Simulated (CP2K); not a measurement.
Consider hydrazine at its PBE geometry (Å).

```xyz
6

N    -0.6975   -0.1844    0.2303
N     0.6963    0.1860    0.2315
H    -1.2323    0.6555    0.4549
H    -1.0082   -0.5065   -0.6910
H     1.2304   -0.6518    0.4653
H     1.0113    0.5012   -0.6909
```

Method: CP2K XAS_TDP, all-electron GAPW, PBEh(45%), aug-cc-pVTZ, TDA, GW2X-corrected core level, no relativity.

Q: Predict the bright core excitations at the N K edge.

Leading lines: N1 402.05 eV. The leading line of an atom is its first one with 35 % of the strongest within 2.5 eV of its lowest line over the strength cut. Core ionisation energies at this level: N1 404.79 eV.

The first six lines of each atom with a strength over 0.0015:

```tsv
atom	energy (eV)	states	strength, one atom	above the computed threshold
N1 (bonded to N and 2 H), 2 alike	402.05	1	0.0112	
	402.89	1	0.0161	
	403.17	1	0.0271	
	403.91	1	0.0036	
	404.54	1	0.0297	
	404.94	1	0.0063	yes
```

Lines are vertical, at one geometry, with no vibrational structure. GW2X ionisation energies and lines can be off by 1 to 2 eV either way, and a good line position may hide errors that cancel. These values hold no scalar relativity, about 0.2 eV for N 1s. Rydberg lines, and the discretised continuum above threshold, depend on the basis and the box.

[Banner, clock and machine lines of the logs are left out without a mark of their own.]

[Logs are printed without paths, hosts, clocks, repeated set-up lines and the standing remarks that a program may print on its own settings, such as how far it seeks lower states.]

[Hosts, paths, dates, database ids (printed as entryN), source tags and the programs' standing remarks are cut or masked in the printed files.]
